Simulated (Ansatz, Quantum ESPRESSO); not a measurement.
# vacuum gap of 3.5 Å between two Li(100) faces: ballistic transmission, part 2 of 3

Aim: the zero-bias transmission with pwcond for this junction: vacuum gap of 3.5 Å between two Li(100) faces.

Quantum ESPRESSO 7.5; plane-wave DFT, LDA, GBRV ultrasoft pseudopotentials; cross-check by Ansatz 0.2.0 with PAW datasets.

So far. Step 2 (Self-consistent run): The run needed 31 iterations to bring the estimated error under 1e-07 Ry; the largest force on any atom, held or free, is 0.27 eV/Å.

## (3) Transmission with pwcond.x

Level of this step: transmission by pwcond, lead and junction from one cell; plane-wave DFT, LDA, GBRV ultrasoft pseudopotentials (Quantum ESPRESSO).

prefixt takes both regions from one run: the lead from 0 to bdl, the scattering region from bdl to bds (units of alat). ikind = 1 puts the same lead on both sides. The program's T_tot counts both spins in a run without spin; the tables below give T per spin.

Input file cond.in:

```
&inputcond
  outdir = './out'
  prefixt = 'scf'
  tran_file = 'cond.dat'
  bdl = 2.0000000000
  bds = 8.5174418605
  ikind = 1
  ewind = 4.0
  epsproj = 1e-05
  nz1 = 7
  energy0 = 0.4
  denergy = -0.4
/
21
  0.00000000 0.00000000 0.01000000
  0.00000000 0.10000000 0.04000000
  0.00000000 0.20000000 0.04000000
  0.00000000 0.30000000 0.04000000
  0.00000000 0.40000000 0.04000000
  0.00000000 0.50000000 0.02000000
  0.10000000 0.10000000 0.04000000
  0.10000000 0.20000000 0.08000000
  0.10000000 0.30000000 0.08000000
  0.10000000 0.40000000 0.08000000
  0.10000000 0.50000000 0.04000000
  0.20000000 0.20000000 0.04000000
  0.20000000 0.30000000 0.08000000
  0.20000000 0.40000000 0.08000000
  0.20000000 0.50000000 0.04000000
  0.30000000 0.30000000 0.04000000
  0.30000000 0.40000000 0.08000000
  0.30000000 0.50000000 0.04000000
  0.40000000 0.40000000 0.04000000
  0.40000000 0.50000000 0.04000000
  0.50000000 0.50000000 0.01000000
3
```

The run is started by

```console
$ OMP_NUM_THREADS=1 mpirun -n 2 pwcond.x -in cond.in > cond.out
```

The program printed:

```text
[banner, memory and clock lines left out]
Program PWCOND v.7.5 starts

          URL

     ./out/scf.save/

     IMPORTANT: XC functional enforced from input :
     Exchange-correlation= PZ
                           (   1   1   0   0   0   0   0)
     Any further DFT definition will be discarded
     Please, verify this is what you really want

     Reading collected, re-writing distributed wavefunctions

===== INPUT FILE containing all the regions =====

     GEOMETRY:

     lattice parameter (alat)  =       6.5007  a.u.
     the volume                =    2339.8128 (a.u.)^3
     the cross section         =      42.2586 (a.u.)^2
     l of the unit cell        =       8.5174 (alat)
     number of atoms/cell      =           16
     number of atomic types    =            1

     crystal axes: (cart. coord. in units of alat)
               a(1) = (  1.0000  0.0000  0.0000 )
               a(2) = (  0.0000  1.0000  0.0000 )
               a(3) = (  0.0000  0.0000  8.5174 )

   Cartesian axes

     site n.     atom                  positions (alat units)
          1        Li     tau(  1)=(  0.0000  0.0000  8.5174  )
          2        Li     tau(  2)=(  0.5000  0.5000  0.5000  )
          3        Li     tau(  3)=(  0.0000  0.0000  1.0000  )
          4        Li     tau(  4)=(  0.5000  0.5000  1.5000  )
          5        Li     tau(  5)=(  0.0000  0.0000  2.0000  )
          6        Li     tau(  6)=(  0.5000  0.5000  2.5000  )
          7        Li     tau(  7)=(  0.0000  0.0000  3.0000  )
          8        Li     tau(  8)=(  0.5000  0.5000  3.5000  )
          9        Li     tau(  9)=(  0.0000  0.0000  4.5174  )
         10        Li     tau( 10)=(  0.5000  0.5000  5.0174  )
         11        Li     tau( 11)=(  0.0000  0.0000  5.5174  )
         12        Li     tau( 12)=(  0.5000  0.5000  6.0174  )
         13        Li     tau( 13)=(  0.0000  0.0000  6.5174  )
         14        Li     tau( 14)=(  0.5000  0.5000  7.0174  )
         15        Li     tau( 15)=(  0.0000  0.0000  7.5174  )
         16        Li     tau( 16)=(  0.5000  0.5000  8.0174  )

     nr1s                      =           27
     nr2s                      =           27
     nr3s                      =          225
     nr1sx                     =           27
     nr2sx                     =           27
     nr3sx                     =          225
     nr1                       =           30
     nr2                       =           30
     nr3                       =          250
     nr1x                      =           30
     nr2x                      =           30
     nr3x                      =          250

 _______________________________
  Radii of nonlocal spheres:

     type       ibeta     ang. mom.          radius (alat units)
       Li         1         0                    0.3102
       Li         2         0                    0.3102
       Li         3         0                    0.3102
       Li         4         1                    0.3102
       Li         5         1                    0.3102
----- General information -----

--- T calc. with identical leads (ikind=1) ---

     nrx                       =           27
     nry                       =           27
     nz1                       =            7

     energy0               =         4.0E-01
     denergy               =        -4.0E-01
     nenergy               =          3
     ecut2d                =         4.0E+01
     ewind                 =         4.0E+00
     epsproj               =         1.0E-05

     number of k_|| points=   21
                       cryst. coord.
        k(    1) = (   0.0000000   0.0000000), wk =   0.0100000
        k(    2) = (   0.0000000   0.1000000), wk =   0.0400000
        k(    3) = (   0.0000000   0.2000000), wk =   0.0400000
        k(    4) = (   0.0000000   0.3000000), wk =   0.0400000
        k(    5) = (   0.0000000   0.4000000), wk =   0.0400000
        k(    6) = (   0.0000000   0.5000000), wk =   0.0200000
        k(    7) = (   0.1000000   0.1000000), wk =   0.0400000
        k(    8) = (   0.1000000   0.2000000), wk =   0.0800000
        k(    9) = (   0.1000000   0.3000000), wk =   0.0800000
        k(   10) = (   0.1000000   0.4000000), wk =   0.0800000
        k(   11) = (   0.1000000   0.5000000), wk =   0.0400000
        k(   12) = (   0.2000000   0.2000000), wk =   0.0400000
        k(   13) = (   0.2000000   0.3000000), wk =   0.0800000
        k(   14) = (   0.2000000   0.4000000), wk =   0.0800000
        k(   15) = (   0.2000000   0.5000000), wk =   0.0400000
        k(   16) = (   0.3000000   0.3000000), wk =   0.0400000
        k(   17) = (   0.3000000   0.4000000), wk =   0.0800000
        k(   18) = (   0.3000000   0.5000000), wk =   0.0400000
        k(   19) = (   0.4000000   0.4000000), wk =   0.0400000
        k(   20) = (   0.4000000   0.5000000), wk =   0.0400000
        k(   21) = (   0.5000000   0.5000000), wk =   0.0100000
----- Information about left/right lead -----

     nocros                   =            9
     noins                    =           27
     norb                     =           45
     norbf                    =          117
     nrz                      =           53

      iorb      type   ibeta   ang. mom.   m       position (alat)
        1        1       1        0        1   taunew(   1)=(  0.0000  0.0000  0.0000)
        2        1       2        0        1   taunew(   2)=(  0.0000  0.0000  0.0000)
        3        1       3        0        1   taunew(   3)=(  0.0000  0.0000  0.0000)
        4        1       4        1        1   taunew(   4)=(  0.0000  0.0000  0.0000)
        5        1       4        1        2   taunew(   5)=(  0.0000  0.0000  0.0000)
        6        1       4        1        3   taunew(   6)=(  0.0000  0.0000  0.0000)
        7        1       5        1        1   taunew(   7)=(  0.0000  0.0000  0.0000)
        8        1       5        1        2   taunew(   8)=(  0.0000  0.0000  0.0000)
        9        1       5        1        3   taunew(   9)=(  0.0000  0.0000  0.0000)
       10        1       1        0        1   taunew(  10)=(  0.5000  0.5000  0.5000)
       11        1       2        0        1   taunew(  11)=(  0.5000  0.5000  0.5000)
       12        1       3        0        1   taunew(  12)=(  0.5000  0.5000  0.5000)
       13        1       4        1        1   taunew(  13)=(  0.5000  0.5000  0.5000)
       14        1       4        1        2   taunew(  14)=(  0.5000  0.5000  0.5000)
       15        1       4        1        3   taunew(  15)=(  0.5000  0.5000  0.5000)
       16        1       5        1        1   taunew(  16)=(  0.5000  0.5000  0.5000)
[...]
65        1       2        0        1   taunew(  65)=(  0.5000  0.5000  4.0174)
       66        1       3        0        1   taunew(  66)=(  0.5000  0.5000  4.0174)
       67        1       4        1        1   taunew(  67)=(  0.5000  0.5000  4.0174)
       68        1       4        1        2   taunew(  68)=(  0.5000  0.5000  4.0174)
       69        1       4        1        3   taunew(  69)=(  0.5000  0.5000  4.0174)
       70        1       5        1        1   taunew(  70)=(  0.5000  0.5000  4.0174)
       71        1       5        1        2   taunew(  71)=(  0.5000  0.5000  4.0174)
       72        1       5        1        3   taunew(  72)=(  0.5000  0.5000  4.0174)
       73        1       1        0        1   taunew(  73)=(  0.0000  0.0000  4.5174)
       74        1       2        0        1   taunew(  74)=(  0.0000  0.0000  4.5174)
       75        1       3        0        1   taunew(  75)=(  0.0000  0.0000  4.5174)
       76        1       4        1        1   taunew(  76)=(  0.0000  0.0000  4.5174)
       77        1       4        1        2   taunew(  77)=(  0.0000  0.0000  4.5174)
       78        1       4        1        3   taunew(  78)=(  0.0000  0.0000  4.5174)
       79        1       5        1        1   taunew(  79)=(  0.0000  0.0000  4.5174)
       80        1       5        1        2   taunew(  80)=(  0.0000  0.0000  4.5174)
       81        1       5        1        3   taunew(  81)=(  0.0000  0.0000  4.5174)
       82        1       1        0        1   taunew(  82)=(  0.5000  0.5000  5.0174)
       83        1       2        0        1   taunew(  83)=(  0.5000  0.5000  5.0174)
       84        1       3        0        1   taunew(  84)=(  0.5000  0.5000  5.0174)
       85        1       4        1        1   taunew(  85)=(  0.5000  0.5000  5.0174)
       86        1       4        1        2   taunew(  86)=(  0.5000  0.5000  5.0174)
       87        1       4        1        3   taunew(  87)=(  0.5000  0.5000  5.0174)
       88        1       5        1        1   taunew(  88)=(  0.5000  0.5000  5.0174)
       89        1       5        1        2   taunew(  89)=(  0.5000  0.5000  5.0174)
       90        1       5        1        3   taunew(  90)=(  0.5000  0.5000  5.0174)
       91        1       1        0        1   taunew(  91)=(  0.0000  0.0000  5.5174)
       92        1       2        0        1   taunew(  92)=(  0.0000  0.0000  5.5174)
       93        1       3        0        1   taunew(  93)=(  0.0000  0.0000  5.5174)
       94        1       4        1        1   taunew(  94)=(  0.0000  0.0000  5.5174)
       95        1       4        1        2   taunew(  95)=(  0.0000  0.0000  5.5174)
       96        1       4        1        3   taunew(  96)=(  0.0000  0.0000  5.5174)
       97        1       5        1        1   taunew(  97)=(  0.0000  0.0000  5.5174)
       98        1       5        1        2   taunew(  98)=(  0.0000  0.0000  5.5174)
       99        1       5        1        3   taunew(  99)=(  0.0000  0.0000  5.5174)
      100        1       1        0        1   taunew( 100)=(  0.5000  0.5000  6.0174)
      101        1       2        0        1   taunew( 101)=(  0.5000  0.5000  6.0174)
      102        1       3        0        1   taunew( 102)=(  0.5000  0.5000  6.0174)
      103        1       4        1        1   taunew( 103)=(  0.5000  0.5000  6.0174)
      104        1       4        1        2   taunew( 104)=(  0.5000  0.5000  6.0174)
      105        1       4        1        3   taunew( 105)=(  0.5000  0.5000  6.0174)
      106        1       5        1        1   taunew( 106)=(  0.5000  0.5000  6.0174)
      107        1       5        1        2   taunew( 107)=(  0.5000  0.5000  6.0174)
      108        1       5        1        3   taunew( 108)=(  0.5000  0.5000  6.0174)
      109        1       1        0        1   taunew( 109)=(  0.0000  0.0000  6.5174)
      110        1       2        0        1   taunew( 110)=(  0.0000  0.0000  6.5174)
      111        1       3        0        1   taunew( 111)=(  0.0000  0.0000  6.5174)
      112        1       4        1        1   taunew( 112)=(  0.0000  0.0000  6.5174)
      113        1       4        1        2   taunew( 113)=(  0.0000  0.0000  6.5174)
      114        1       4        1        3   taunew( 114)=(  0.0000  0.0000  6.5174)
      115        1       5        1        1   taunew( 115)=(  0.0000  0.0000  6.5174)
      116        1       5        1        2   taunew( 116)=(  0.0000  0.0000  6.5174)
      117        1       5        1        3   taunew( 117)=(  0.0000  0.0000  6.5174)
 ngper, shell number =          137          22
 ngper, n2d =          137          51
---  E-Ef =    0.4000000  k =    0.0000000   0.0000000
---  ie =          1  ik =          1
 Nchannels of the left tip =            1
 Right moving states:
   k1(2pi/a)   k2(2pi/a)   E-Ef (eV)
   0.2808394   0.0000032   0.4000000
 Left moving states:
   k1(2pi/a)   k2(2pi/a)   E-Ef (eV)
  -0.2808394   0.0000032   0.4000000

 to transmit
 Band j to band i transmissions and reflections:
    j         i     |T_ij|^2    |R_ij|^2

    1 -->     1     0.96585     0.03415
   Total T_j, R_j =    0.96585  0.03415

E-Ef(ev), T(x2 spins) =    0.4000000   1.9317026
---  E-Ef =    0.0000000  k =    0.0000000   0.0000000
---  ie =          2  ik =          1
 Nchannels of the left tip =            1
 Right moving states:
   k1(2pi/a)   k2(2pi/a)   E-Ef (eV)
   0.2157229   0.0000035   0.0000000
 Left moving states:
   k1(2pi/a)   k2(2pi/a)   E-Ef (eV)
  -0.2157229   0.0000035   0.0000000

 to transmit
 Band j to band i transmissions and reflections:
    j         i     |T_ij|^2    |R_ij|^2

    1 -->     1     0.98768     0.01232
   Total T_j, R_j =    0.98768  0.01232

E-Ef(ev), T(x2 spins) =    0.0000000   1.9753643
---  E-Ef =   -0.4000000  k =    0.0000000   0.0000000
---  ie =          3  ik =          1
 Nchannels of the left tip =            1
 Right moving states:
   k1(2pi/a)   k2(2pi/a)   E-Ef (eV)
   0.1466638   0.0000038  -0.4000000
 Left moving states:
   k1(2pi/a)   k2(2pi/a)   E-Ef (eV)
  -0.1466638   0.0000038  -0.4000000

 to transmit
 Band j to band i transmissions and reflections:
    j         i     |T_ij|^2    |R_ij|^2

    1 -->     1     0.99978     0.00022
   Total T_j, R_j =    0.99978  0.00022

E-Ef(ev), T(x2 spins) =   -0.4000000   1.9995629
 ngper, shell number =          137          70
 ngper, n2d =          137          53
[... further energies and points left out ...]
---  E-Ef =    0.4000000  k =    0.5000000   0.5000000
---  ie =          1  ik =         21
 Nchannels of the left tip =            2
 Right moving states:
   k1(2pi/a)   k2(2pi/a)   E-Ef (eV)
   0.2597527  -0.0000004   0.4000000
   0.2597527  -0.0000004   0.4000000
 Left moving states:
   k1(2pi/a)   k2(2pi/a)   E-Ef (eV)
  -0.2597527  -0.0000004   0.4000000
  -0.2597527  -0.0000004   0.4000000

 to transmit
 Band j to band i transmissions and reflections:
    j         i     |T_ij|^2    |R_ij|^2

    1 -->     1     0.02926     0.07274
    1 -->     2     0.00000     0.89799
   Total T_j, R_j =    0.02926  0.97074

    2 -->     1     0.00000     0.89799
    2 -->     2     0.02926     0.07274
   Total T_j, R_j =    0.02926  0.97074

E-Ef(ev), T(x2 spins) =    0.4000000   0.1170594
---  E-Ef =    0.0000000  k =    0.5000000   0.5000000
---  ie =          2  ik =         21
 Nchannels of the left tip =            0
 Right moving states:
   k1(2pi/a)   k2(2pi/a)   E-Ef (eV)
 Left moving states:
   k1(2pi/a)   k2(2pi/a)   E-Ef (eV)

 to transmit
          E-Ef(ev), T =    0.0000000   0.0000000
---  E-Ef =   -0.4000000  k =    0.5000000   0.5000000
---  ie =          3  ik =         21
 Nchannels of the left tip =            0
 Right moving states:
   k1(2pi/a)   k2(2pi/a)   E-Ef (eV)
 Left moving states:
   k1(2pi/a)   k2(2pi/a)   E-Ef (eV)

 to transmit
          E-Ef(ev), T =   -0.4000000   0.0000000
   T_tot     0.40000      0.14315E+01
   T_tot     0.00000      0.12778E+01
   T_tot    -0.40000      0.10596E+01

Note: The following floating-point exceptions are signalling: IEEE_UNDERFLOW_FLAG
Note: The following floating-point exceptions are signalling: IEEE_UNDERFLOW_FLAG
```

It took 1.8 min on 2 MPI ranks of Arm Neoverse N1, shared host; peak memory 0.12 GiB.

This step gave:

```
lead channels at the Fermi level, one spin : 1.290
transmission at the Fermi level, one spin  : 0.6389
conductance                                : 0.6389 G₀
```

Per spin; mean over the k mesh across the current. Table of open channels, zone mean by energy, zero at the Fermi level:

```csv
energy (eV),"open channels, zone mean"
-0.400,1.09
0.000,1.29
0.400,1.27
```

Per spin; mean over the k mesh across the current. Transmission, zone mean against energy, zero at the Fermi level:

```csv
energy (eV),"transmission, zone mean"
-0.400,0.530
0.000,0.639
0.400,0.716
```

At 0.000 eV; k in fractions of b1, b2. Transmission by k point:

```csv
k1,k2,weight,t,channels
0,0,0.01,0.9877,1
0,0.1,0.04,0.9939,1
0,0.2,0.04,0.9994,1
0,0.3,0.04,0.9552,1
0,0.4,0.04,0.8544,2
0,0.5,0.02,0.3965,2
0.1,0.1,0.04,0.9981,1
0.1,0.2,0.08,0.9954,1
0.1,0.3,0.08,0.9262,1
0.1,0.4,0.08,0.7051,2
0.1,0.5,0.04,0.351,2
0.2,0.2,0.04,0.9577,1
0.2,0.3,0.08,0.8187,1
0.2,0.4,0.08,0.473,1
0.2,0.5,0.04,0.2701,2
0.3,0.3,0.04,0.5674,1
0.3,0.4,0.08,0.2446,1
0.3,0.5,0.04,0.1609,2
0.4,0.4,0.04,0.08634,1
0.4,0.5,0.04,0.007217,2
0.5,0.5,0.01,0,0
```

The program's own clock; routines nest. Time by routine:

```csv
routine,wall time (s),calls
PWCOND,108.8,1
scatter_forw,87.05,126
local,17.19,21
compbs,3.32,63
compbs_2,2.78,63
init,0.4,1
poten,0.05,1
```

At no point does T exceed the number of channels.

(Part 2 of 3 ends here.)

[Logs are printed without paths, hosts, clocks, repeated set-up lines and the standing remarks that a program may print on its own settings, such as how far it seeks lower states.]

[Hosts, paths, dates, database ids (printed as entryN), source tags and the programs' standing remarks are cut or masked in the printed files.]

[Maps of the electrostatic potential energy from Ansatz leave out the sawtooth potential of an applied field or a dipole correction, so their vacuum need not be flat; planar profiles and work functions include it.]
